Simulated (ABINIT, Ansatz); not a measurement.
# Lattice dynamics of Tm (P6_3/mmc) in two programs, part 3 of 4

Aim: the phonon dispersion of Tm (P6_3/mmc), checked by a second program.

ABINIT 10.8.3; DFT PBE, scalar-relativistic, plane waves, PseudoDojo norm-conserving, 4f in core pseudopotentials.

So far. Step 4 (Self-consistent run for the response): The cell stands at -2.7 GPa: the relaxation ran with a smoothed and higher cutoff, and the difference is a stress of the finite basis. Step 5 (Zone-centre response): The acoustic modes at Γ come out as far as 3.5 cm⁻¹ from zero, where they should vanish, a small numerical error. The relaxed cell has a = 3.543, c = 5.533 Å (conventional setting).

## 7. Dispersion

anaddb transforms the dynamical matrices to force constants and back along the path; points of the mesh come back as solved, but for the sum rule and, in polar crystals, the LO-TO term at Γ; the rest is interpolation.

The input, anaddb.abi:

```
ddb_filepath "all_DDB"
output_file "anaddb.abo"
outdata_prefix "anaddb"
ifcflag 1
ngqpt 3 3 2
nqshft 1
q1shft 0.0 0.0 0.0
asr 1
chneut 0
dipdip 0
dipquad 0
quadquad 0
enunit 0
eivec 0
nph1l 93
qph1l 
    0.0 0.0 0.0 1.0
    0.05 0.0 0.0 1.0
    0.1 0.0 0.0 1.0
    0.15 0.0 0.0 1.0
    0.2 0.0 0.0 1.0
    0.25 0.0 0.0 1.0
    0.3 0.0 0.0 1.0
    0.35 0.0 0.0 1.0
    0.4 0.0 0.0 1.0
    0.45 0.0 0.0 1.0
    0.5 0.0 0.0 1.0
    0.48333333 0.03333333 0.0 1.0
    0.46666667 0.06666667 0.0 1.0
    0.45 0.1 0.0 1.0
    0.43333333 0.13333333 0.0 1.0
    0.41666667 0.16666667 0.0 1.0
    0.4 0.2 0.0 1.0
    0.38333333 0.23333333 0.0 1.0
    0.36666667 0.26666667 0.0 1.0
    0.35 0.3 0.0 1.0
    0.33333333 0.33333333 0.0 1.0
    0.3 0.3 0.0 1.0
    0.26666667 0.26666667 0.0 1.0
    0.23333333 0.23333333 0.0 1.0
    0.2 0.2 0.0 1.0
    0.16666667 0.16666667 0.0 1.0
    0.13333333 0.13333333 0.0 1.0
    0.1 0.1 0.0 1.0
    0.06666667 0.06666667 0.0 1.0
    0.03333333 0.03333333 0.0 1.0
    0.0 0.0 0.0 1.0
    0.0 0.0 0.05 1.0
    0.0 0.0 0.1 1.0
    0.0 0.0 0.15 1.0
    0.0 0.0 0.2 1.0
    0.0 0.0 0.25 1.0
    0.0 0.0 0.3 1.0
    0.0 0.0 0.35 1.0
    0.0 0.0 0.4 1.0
    0.0 0.0 0.45 1.0
    0.0 0.0 0.5 1.0
    0.05 0.0 0.5 1.0
    0.1 0.0 0.5 1.0
    0.15 0.0 0.5 1.0
    0.2 0.0 0.5 1.0
    0.25 0.0 0.5 1.0
    0.3 0.0 0.5 1.0
    0.35 0.0 0.5 1.0
    0.4 0.0 0.5 1.0
    0.45 0.0 0.5 1.0
    0.5 0.0 0.5 1.0
    0.48333333 0.03333333 0.5 1.0
    0.46666667 0.06666667 0.5 1.0
    0.45 0.1 0.5 1.0
    0.43333333 0.13333333 0.5 1.0
    0.41666667 0.16666667 0.5 1.0
    0.4 0.2 0.5 1.0
    0.38333333 0.23333333 0.5 1.0
    0.36666667 0.26666667 0.5 1.0
    0.35 0.3 0.5 1.0
    0.33333333 0.33333333 0.5 1.0
    0.3 0.3 0.5 1.0
    0.26666667 0.26666667 0.5 1.0
    0.23333333 0.23333333 0.5 1.0
    0.2 0.2 0.5 1.0
    0.16666667 0.16666667 0.5 1.0
    0.13333333 0.13333333 0.5 1.0
    0.1 0.1 0.5 1.0
    0.06666667 0.06666667 0.5 1.0
    0.03333333 0.03333333 0.5 1.0
    0.0 0.0 0.5 1.0
    0.5 0.0 0.5 1.0
    0.5 0.0 0.45 1.0
    0.5 0.0 0.4 1.0
    0.5 0.0 0.35 1.0
    0.5 0.0 0.3 1.0
    0.5 0.0 0.25 1.0
    0.5 0.0 0.2 1.0
    0.5 0.0 0.15 1.0
    0.5 0.0 0.1 1.0
    0.5 0.0 0.05 1.0
    0.5 0.0 0.0 1.0
    0.33333333 0.33333333 0.5 1.0
    0.33333333 0.33333333 0.45 1.0
    0.33333333 0.33333333 0.4 1.0
    0.33333333 0.33333333 0.35 1.0
    0.33333333 0.33333333 0.3 1.0
    0.33333333 0.33333333 0.25 1.0
    0.33333333 0.33333333 0.2 1.0
    0.33333333 0.33333333 0.15 1.0
    0.33333333 0.33333333 0.1 1.0
    0.33333333 0.33333333 0.05 1.0
    0.33333333 0.33333333 0.0 1.0
```

The input, mrgddb.in:

```
all_DDB
merged
6
dfpt_gammao_DDB
dfpt_qo_DS1_DDB
dfpt_qo_DS2_DDB
dfpt_qo_DS3_DDB
dfpt_qo_DS4_DDB
dfpt_qo_DS5_DDB
```

The run is started by

```bash
mrgddb < mrgddb.in > mrgddb.log
OMP_NUM_THREADS=1 anaddb anaddb.abi > anaddb.log
```

anaddb.abo, the main output file:

```text
[banners, grids, parts of the stress and lines that vanish by symmetry left out]
-outvars_anaddb: echo values of input variables ----------------------

 Flags :
[...]
Phonon wavevector (reduced coordinates) :  0.00000  0.00000  0.00000
 Phonon energies in Hartree :
[...]
Phonon frequencies in cm-1    :
-  0.000000E+00  0.000000E+00  0.000000E+00  6.871369E+01  6.871369E+01
-  1.157769E+02
[...]
Phonon wavevector (reduced coordinates) :  0.05000  0.00000  0.00000
 Phonon energies in Hartree :
[...]
Phonon frequencies in cm-1    :
-  9.683169E+00  1.061062E+01  1.596573E+01  6.962580E+01  6.987329E+01
-  1.157905E+02
[...]
Phonon wavevector (reduced coordinates) :  0.10000  0.00000  0.00000
 Phonon energies in Hartree :
[...]
Phonon frequencies in cm-1    :
-  1.916246E+01  2.074548E+01  3.146709E+01  7.218830E+01  7.308500E+01
-  1.157791E+02
[...]
Phonon wavevector (reduced coordinates) :  0.15000  0.00000  0.00000
 Phonon energies in Hartree :
[...]
Phonon frequencies in cm-1    :
-  2.825441E+01  2.998019E+01  4.606354E+01  7.595341E+01  7.768731E+01
-  1.156045E+02
[...]
Phonon wavevector (reduced coordinates) :  0.20000  0.00000  0.00000
 Phonon energies in Hartree :
[...]
Phonon frequencies in cm-1    :
-  3.680926E+01  3.798864E+01  5.935870E+01  8.035785E+01  8.290815E+01
-  1.150924E+02
[...]
Phonon wavevector (reduced coordinates) :  0.25000  0.00000  0.00000
 Phonon energies in Hartree :
[...]
Phonon frequencies in cm-1    :
-  4.457714E+01  4.470993E+01  7.101379E+01  8.486089E+01  8.808397E+01
-  1.140967E+02
  Phonon wavevector (reduced coordinates) :  0.30000  0.00000  0.00000
 Phonon energies in Hartree :
[...]
Phonon frequencies in cm-1    :
-  4.969449E+01  5.184903E+01  8.075074E+01  8.901849E+01  9.275214E+01
-  1.125645E+02
  Phonon wavevector (reduced coordinates) :  0.35000  0.00000  0.00000
 Phonon energies in Hartree :
[...]
Phonon frequencies in cm-1    :
-  5.341274E+01  5.807815E+01  8.834625E+01  9.250607E+01  9.665558E+01
-  1.105950E+02
  Phonon wavevector (reduced coordinates) :  0.40000  0.00000  0.00000
 Phonon energies in Hartree :
[...]
Phonon frequencies in cm-1    :
-  5.588267E+01  6.313026E+01  9.364316E+01  9.511167E+01  9.968197E+01
-  1.084933E+02
  Phonon wavevector (reduced coordinates) :  0.45000  0.00000  0.00000
 Phonon energies in Hartree :
[...]
Phonon frequencies in cm-1    :
-  5.727526E+01  6.655174E+01  9.665100E+01  9.671354E+01  1.016966E+02
-  1.067927E+02
  Phonon wavevector (reduced coordinates) :  0.50000  0.00000  0.00000
 Phonon energies in Hartree :
[...]
Phonon frequencies in cm-1    :
-  5.772291E+01  6.778580E+01  9.725310E+01  9.760197E+01  1.024229E+02
-  1.061226E+02
  Phonon wavevector (reduced coordinates) :  0.48333  0.03333  0.00000
 Phonon energies in Hartree :
[...]
Phonon frequencies in cm-1    :
-  5.827620E+01  6.802287E+01  9.607717E+01  9.862008E+01  1.023251E+02
-  1.059032E+02
  Phonon wavevector (reduced coordinates) :  0.46667  0.06667  0.00000
 Phonon energies in Hartree :
[...]
Phonon frequencies in cm-1    :
-  5.987527E+01  6.872878E+01  9.460912E+01  9.962728E+01  1.020349E+02
-  1.052494E+02
  Phonon wavevector (reduced coordinates) :  0.45000  0.10000  0.00000
 Phonon energies in Hartree :
[...]
Phonon frequencies in cm-1    :
-  6.235420E+01  6.988780E+01  9.303600E+01  1.004730E+02  1.015624E+02
-  1.041750E+02
[...]
Phonon wavevector (reduced coordinates) :  0.10000  0.00000  0.50000
 Phonon energies in Hartree :
[...]
Phonon frequencies in cm-1    :
-  5.328336E+01  5.328336E+01  5.490375E+01  5.490375E+01  8.308617E+01
-  8.308617E+01
  Phonon wavevector (reduced coordinates) :  0.15000  0.00000  0.50000
 Phonon energies in Hartree :
[...]
Phonon frequencies in cm-1    :
-  5.734924E+01  5.734924E+01  5.966846E+01  5.966846E+01  8.466398E+01
-  8.466398E+01
  Phonon wavevector (reduced coordinates) :  0.20000  0.00000  0.50000
 Phonon energies in Hartree :
[...]
Phonon frequencies in cm-1    :
-  6.185676E+01  6.185676E+01  6.349958E+01  6.349958E+01  8.775693E+01
-  8.775693E+01
  Phonon wavevector (reduced coordinates) :  0.25000  0.00000  0.50000
 Phonon energies in Hartree :
[...]
Phonon frequencies in cm-1    :
-  6.568133E+01  6.568133E+01  6.620775E+01  6.620775E+01  9.226329E+01
-  9.226329E+01
  Phonon wavevector (reduced coordinates) :  0.30000  0.00000  0.50000
 Phonon energies in Hartree :
[...]
Phonon frequencies in cm-1    :
-  6.661165E+01  6.661165E+01  7.000197E+01  7.000197E+01  9.726394E+01
-  9.726394E+01
  Phonon wavevector (reduced coordinates) :  0.35000  0.00000  0.50000
 Phonon energies in Hartree :
[...]
Phonon frequencies in cm-1    :
-  6.690872E+01  6.690872E+01  7.301943E+01  7.301943E+01  1.018211E+02
-  1.018211E+02
[...]
Phonon wavevector (reduced coordinates) :  0.33333  0.33333  0.05000
 Phonon energies in Hartree :
[...]
Phonon frequencies in cm-1    :
-  8.126536E+01  8.126536E+01  8.909157E+01  8.909157E+01  9.655995E+01
-  1.028466E+02
  Phonon wavevector (reduced coordinates) :  0.33333  0.33333  0.00000
 Phonon energies in Hartree :
[...]
Phonon frequencies in cm-1    :
-  8.322635E+01  8.322635E+01  8.744730E+01  8.744730E+01  9.658599E+01
-  1.029470E+02
-
```

The job ended after 0.51 s (1 thread of Arm Neoverse V2, shared host).

Read from the output:

* lowest frequency on the path: 0 cm⁻¹

Anaddb. The phonon branches at the labelled points (cm⁻¹):

```tsv
point	branch 1	branch 2	branch 3	branch 4	branch 5	branch 6
Γ	0	0	0	69	69	116
halfway	45	45	71	85	88	114
M	58	68	97	98	102	106
halfway	69	74	90	100	101	102
K	83	83	87	87	97	103
halfway	51	58	70	90	91	112
Γ	0	0	0	69	69	116
halfway	27	27	45	64	64	107
A	49	49	49	49	82	82
halfway	66	66	66	66	92	92
L	67	67	77	77	108	108
halfway	59	59	88	88	106	106
H	55	55	97	97	101	101
halfway	61	61	76	76	95	95
A	49	49	49	49	82	82
jump to L	67	67	77	77	108	108
halfway	63	63	86	91	105	108
M	58	68	97	98	102	106
jump to H	55	55	97	97	101	101
halfway	66	66	96	98	98	101
K	83	83	87	87	97	103
```

The phonon branches as a text plot (rows in cm⁻¹):

```
    113 |*****           *******
    109 |     **                *        ****            ***
    104 |       *********               *    ** **        ***  **
     99 |     ***********        *     *       *  *         *** *
     94 |    *** *  * *               *       * *  *       * ***
     89 |    **   ** *   *        *          *      *     *     *
     84 |   *       ***   *        ***      *    *   ******
     80 |  ***      * ***  *               *      *      *      *
     75 | **       *   **   *     *     ***        *           *
     70 |**     ***      *   ***       *            *    *  *
     65 |      *  *     *       *     ******         *    **
     60 |   * *  *        *      *   *      *    *****   * *  *
     55 |     ***        *          **       ****     *     **
     51 |    *           * *      **                   **
     46 |  *              *     * *
     41 |                 *
     36 |   *              **    *
     31 | **               *
     27 |  *                *   *
     22 | *                 *
     17 |**                  * *
     12 |*                   * *
      7 |
      2 |                     *
         Γ      M    K        Γ   A       L    H       A|L M|H  K
```

All branches are real along the path.

## 8. Density of states

Sums over the zone need many more wavevectors than were solved, so the interpolation is sampled on a dense mesh.

The input, anaddb.abi:

```
ddb_filepath "all_DDB"
output_file "anaddb.abo"
outdata_prefix "anaddb"
ifcflag 1
ngqpt 3 3 2
nqshft 1
q1shft 0.0 0.0 0.0
asr 1
chneut 0
dipdip 0
dipquad 0
quadquad 0
prtdos 2
ng2qpt 15 15 8
dosdeltae 4.5563e-06
ntemper 11
temperinc 100.0
tempermin 0.0
```

The run is started by

```bash
OMP_NUM_THREADS=1 anaddb anaddb.abi > anaddb.log
```

anaddb.abo, the main output file:

```text
-outvars_anaddb: echo values of input variables ----------------------

 Flags :
     ifcflag         1
 Miscellaneous information :
         asr         1
      chneut         0
 Interatomic Force Constants Inputs :
      dipdip         0
     dipquad         0
    quadquad         0
      ifcana         0
      ifcout         0
 Description of grid 1 :
        brav         1
       ngqpt         3         3         2
      nqshft         1
      q1shft
                     0.00000000E+00  0.00000000E+00  0.00000000E+00
 Phonon DOS information :
   dosdeltae  4.55630000E-06
    dossmear  4.55633525E-06
 Description of grid 2 (Fourier interp. or BZ sampling):
      ng2qpt        15        15         8
      ngrids         4
      q2shft         0.00000000E+00  0.00000000E+00  0.00000000E+00

================================================================================

 read the DDB information and perform some checks

  ==== Info on the Cryst% object ====
 Real(R)+Recip(G) space primitive vectors, cartesian coordinates (Bohr,Bohr^-1):
 R(1)=  6.6958224  0.0000000  0.0000000  G(1)=  0.1493469  0.0862254  0.0000000
 R(2)= -3.3479112  5.7987523  0.0000000  G(2)=  0.0000000  0.1724509  0.0000000
 R(3)=  0.0000000  0.0000000 10.4556840  G(3)=  0.0000000  0.0000000  0.0956418
 Unit cell volume ucvol=  4.0596719E+02 bohr^3
 Angles (23,13,12)=  9.00000000E+01  9.00000000E+01  1.20000000E+02 degrees
 Time-reversal symmetry is present
 Reduced atomic positions [iatom, xred, symbol]:
    1)    0.3333333  0.6666667  0.2500000  Tm
    2)    0.6666667  0.3333333  0.7500000  Tm

 DDB file with 6 blocks has been read.

================================================================================

 Calculation of the interatomic forces

       Homogeneous q point set in the B.Z.
 Grid q points  :       18
  1)   0.00000000E+00  0.00000000E+00  0.00000000E+00
  2)   3.33333333E-01  0.00000000E+00  0.00000000E+00
  3)  -3.33333333E-01  0.00000000E+00  0.00000000E+00
  4)   0.00000000E+00  3.33333333E-01  0.00000000E+00
  5)   3.33333333E-01  3.33333333E-01  0.00000000E+00
  6)  -3.33333333E-01  3.33333333E-01  0.00000000E+00
  7)   0.00000000E+00 -3.33333333E-01  0.00000000E+00
  8)   3.33333333E-01 -3.33333333E-01  0.00000000E+00
  9)  -3.33333333E-01 -3.33333333E-01  0.00000000E+00
 10)   0.00000000E+00  0.00000000E+00  5.00000000E-01
 11)   3.33333333E-01  0.00000000E+00  5.00000000E-01
 12)  -3.33333333E-01  0.00000000E+00  5.00000000E-01
 13)   0.00000000E+00  3.33333333E-01  5.00000000E-01
 14)   3.33333333E-01  3.33333333E-01  5.00000000E-01
 15)  -3.33333333E-01  3.33333333E-01  5.00000000E-01
 16)   0.00000000E+00 -3.33333333E-01  5.00000000E-01
 17)   3.33333333E-01 -3.33333333E-01  5.00000000E-01
 18)  -3.33333333E-01 -3.33333333E-01  5.00000000E-01

 The interatomic forces have been obtained

================================================================================

 Calculation of phonon density of states

 Average speed of sound partial sums:     0.9456654563E-03 (at units)
-                                   =           2.0688 [km/s]

 Debye frequency from partial sums:     0.4978030323E-03 (Ha)
-                                 =     0.3275386607E+01 (THz)
-Debye temperature from partial sums:     0.1571937649E+03 (K)

 Average speed of sound:     0.9913569529E-03 (at units)
-                      =           2.1688 [km/s]

 Debye frequency from DOS:     0.5218552649E-03 (Ha)
-                        =     0.3433642695E+01 (THz)
-Debye temperature from DOS:     0.1647888592E+03 (K)

-
```

Elapsed: 0.54 s, on 1 thread.

This step gave:

- share of modes beyond 3i cm⁻¹ on the dense interpolated mesh: 0
- zero-point energy per atom: 14.81 meV
- heat capacity at 300 K: 24.62 J/(mol atoms K)
- vibrational entropy at 300 K: 50.08 J/(mol atoms K)

The phonon density of states has structure finer than the step of the table below, so its rows give means over 5 cm⁻¹, whole bins alone (the curve runs from -30 to 146 cm⁻¹). Peaks (cm⁻¹: height): 59.0: 0.122, 85.0: 0.108, 107.0: 0.137.

Tetrahedra. Phonon density of states against wavenumber; means over each step:

wavenumber (cm⁻¹), phonon density of states (1/cm⁻¹/cell) and a bar:
```
        0      0.000 
        5      0.000 
       10      0.000 
       15      0.001 
       20      0.003 #
       25      0.005 #
       30      0.007 ##
       35      0.011 ###
       40      0.016 ####
       45      0.023 ######
       50      0.036 #########
       55      0.082 ####################
       60      0.106 ##########################
       65      0.088 ######################
       70      0.077 ###################
       75      0.075 ##################
       80      0.086 #####################
       85      0.100 ########################
       90      0.089 ######################
       95      0.096 #######################
      100      0.104 #########################
      105      0.123 ##############################
      110      0.054 #############
      115      0.013 ###
      120      0.000
```

Harmonic thermodynamic functions per atom, summed over the density of states scaled to three modes an atom; melting is ignored. Thermodynamic functions:

```tsv
T (K)	F_vib (meV/atom)	S (J/mol-atom/K)	C_V (J/mol-atom/K)
0	14.81	0	0
50	13.07	10.22	16.34
100	4	23.91	22.27
200	-30.06	40.17	24.23
300	-77.17	50.08	24.62
400	-132.9	57.19	24.76
500	-195.2	62.72	24.83
600	-262.6	67.25	24.86
700	-334.3	71.09	24.88
800	-409.8	74.41	24.9
900	-488.4	77.34	24.91
1000	-570	79.97	24.91
```

At 300 K the heat capacity has reached 99 % of the Dulong-Petit value.

[end of part 3 of 4]

[Host names and launcher messages were left out of these logs when they were recorded.]

[Logs are printed without paths, hosts, clocks, repeated set-up lines and the standing remarks that a program may print on its own settings, such as how far it seeks lower states.]

[Hosts, paths, dates, database ids (printed as entryN), source tags and the programs' standing remarks are cut or masked in the printed files.]
